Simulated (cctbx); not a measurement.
## Solving a structure by charge flipping

Cell a = 13.3600 Å, b = 7.8080 Å, c = 5.3480 Å, α = 90.00°, β = 90.00°, γ = 90.00°; space group Cmcm (no. 63); content Ce4 Ti16 Si12.

Simulated single-crystal data (cctbx): Mo Kα, λ = 0.71073 Å, to d = 0.75 Å, 80 % of the full sphere, strongest reflection 70000 counts, noise from counting, a 4 % proportional error and a noise floor of 8 counts (s.d.); no absorption.

1 earlier start (other random phases, and plain and normalised amplitudes in turn) led nowhere (symmetry correlation 0.81).

Charge flipping in P1 on normalised amplitudes to 0.8 Å, δ = 1.1 σ, 30 % of the reflections treated as weak, 300 cycles:

```text
cycle      R  skewness
    0  0.565     0.10
   25  0.477     3.37
   50  0.462     3.88
   75  0.458     4.36
  100  0.464     4.17
  125  0.466     3.85
  150  0.476     3.96
  175  0.466     4.01
  200  0.454     4.31
  225  0.464     3.86
  250  0.461     3.98
  275  0.468     4.04
origin shift          correlation  skewness
 0.478  0.405  0.127      0.885      4.74
 0.388  0.400  0.144      0.843      2.07
 0.300  0.406  0.141      0.834      2.09
 0.475  0.084  0.100      0.836      2.53
taken: symmetry correlation 0.885, skewness 4.74
peak      x       y       z  mult  height/sigma
Q1    0.0000  0.2343  0.2500    4     18.1
Q2    0.1262  0.3628  0.7500    8      8.8
Q3    0.1636  0.0000  0.0000    8      7.2
Q4    0.1909  0.3023  0.2500    8      5.1
Q5    0.1170  0.1435  0.7500    8      3.9
Q6    0.1275  0.4695  0.2500    8      3.4
Q7    0.0000  0.1052  0.7500    4      3.0
Q8    0.0720  0.2590  0.5949   16      2.5
Q9    0.2513  0.0000  0.0000    8      2.2
Q10   0.0000  0.4134  0.7500    4      1.9
```

The origin is taken among those within 0.04 of the best correlation, by the skewness of the map.

It took 0.69 s on 1 thread of Arm Neoverse N1, on a shared host, peak memory 0.08 GiB.

Q: Assign the peaks.

Heights go roughly as Z and multiplicities must add up to the content. First model: Q1 = Ce1 (4 in the cell, height 18.1), Q2 = Ti1 (8 in the cell, height 8.8), Q3 = Ti2 (8 in the cell, height 7.2), Q4 = Si1 (8 in the cell, height 5.1) and Q7 = Si2 (4 in the cell, height 3.0). Against the true structure, Q1 is Ce, Q2 is Ti, Q3 is Ti, Q4 is Si and Q7 is Si; the other peaks are not atoms.

Least squares on F², isotropic:

```text
Rint 0.029, 398 unique reflections to 0.75 A
cycle     R1     wR2    GooF  max shift (A)
   1  0.2159  0.5491  23.682   0.09335
   3  0.0304  0.0992   4.277   0.00000
final R1 0.0304 wR2 0.0992 GooF 4.277  parameters 12  data/parameter 33.2
atom        x        y        z      Ueq    occ   su(xyz)  su(Uiso or U11)
Ce1    0.00000  0.23975  0.25000   0.0150  1.000  0.00007  0.0003
Ti1    0.12726  0.36780  0.75000   0.0163  1.000  0.00018  0.0004
Ti2    0.16805  0.00000  0.00000   0.0163  1.000  0.00011  0.0004
Si1    0.18951  0.30769  0.25000   0.0164  1.000  0.00026  0.0005
Si2    0.00000  0.11719  0.75000   0.0175  1.000  0.00039  0.0006
difference map: max 2.90 min -2.12 rms 0.26
Q1    0.1386  0.3133  0.7500    8    3.07  0.45 A from Ti1
Q2    0.1191  0.4243  0.7500    8    2.93  0.45 A from Ti1
Q3    0.0000  0.1895  0.2500    4    2.19  0.39 A from Ce1
Q4    0.0000  0.2909  0.2500    4    1.97  0.40 A from Ce1
Q5    0.0000  0.1386  0.7500    4    0.88  0.17 A from Si2
```

Anisotropic refinement:

```text
Rint 0.029, 398 unique reflections to 0.75 A
cycle     R1     wR2    GooF  max shift (A)
   1  0.0304  0.0992   4.351   0.00243
   2  0.0097  0.0217   0.953   0.00000
final R1 0.0097 wR2 0.0217 GooF 0.953  parameters 25  data/parameter 15.9
atom        x        y        z      Ueq    occ   su(xyz)  su(Uiso or U11)
Ce1    0.00000  0.23970  0.25000   0.0148  1.000  0.00002  0.0001
Ti1    0.12729  0.36783  0.75000   0.0159  1.000  0.00004  0.0002
Ti2    0.16811  0.00000  0.00000   0.0164  1.000  0.00002  0.0002
Si1    0.18968  0.30757  0.25000   0.0173  1.000  0.00006  0.0003
Si2    0.00000  0.11716  0.75000   0.0168  1.000  0.00009  0.0003
difference map: max 0.35 min -0.38 rms 0.09
Q1    0.0000  0.5029  0.2500    4    0.36  1.98 A from Ti1
Q2    0.1799  0.3476  0.7500    8    0.35  0.72 A from Ti1
Q3    0.0000  0.1324  0.9974    8    0.31  1.33 A from Si2
Q4    0.1633  0.0967  0.7500    8    0.31  1.54 A from Ti2
Q5    0.0000  0.3225  0.0499    8    0.30  1.25 A from Ce1
Q6    0.1225  0.0640  0.5176   16    0.27  0.79 A from Ti2
```

**Reading.** The refinement ends at R1 = 0.0097, wR2 = 0.0217, GooF = 0.95, with difference density between -0.38 and 0.35 e/Å³. Every site matches the true model in element, within 0.001 Å r.m.s., up to an allowed shift of origin.

True model:

| atom | mult. | x | y | z | Ueq (Å²) |
| --- | --- | --- | --- | --- | --- |
| Ce1 | 4 | 1/2 | 0.7603 | 1/4 | 0.0148 |
| Ti1 | 8 | 0.6273 | 0.3679 | 1/4 | 0.0160 |
| Ti2 | 8 | 0.6681 | 0 | 1/2 | 0.0164 |
| Si1 | 8 | 0.3104 | 0.6925 | 1/4 | 0.0174 |
| Si2 | 4 | 1/2 | 0.1172 | 1/4 | 0.0165 |

This is a model crystal, built by substitution and not relaxed, with assumed displacement parameters.

[Middle refinement cycles are left out of these outputs.]

[Logs are printed without paths, hosts, clocks, repeated set-up lines and the standing remarks that a program may print on its own settings, such as how far it seeks lower states.]
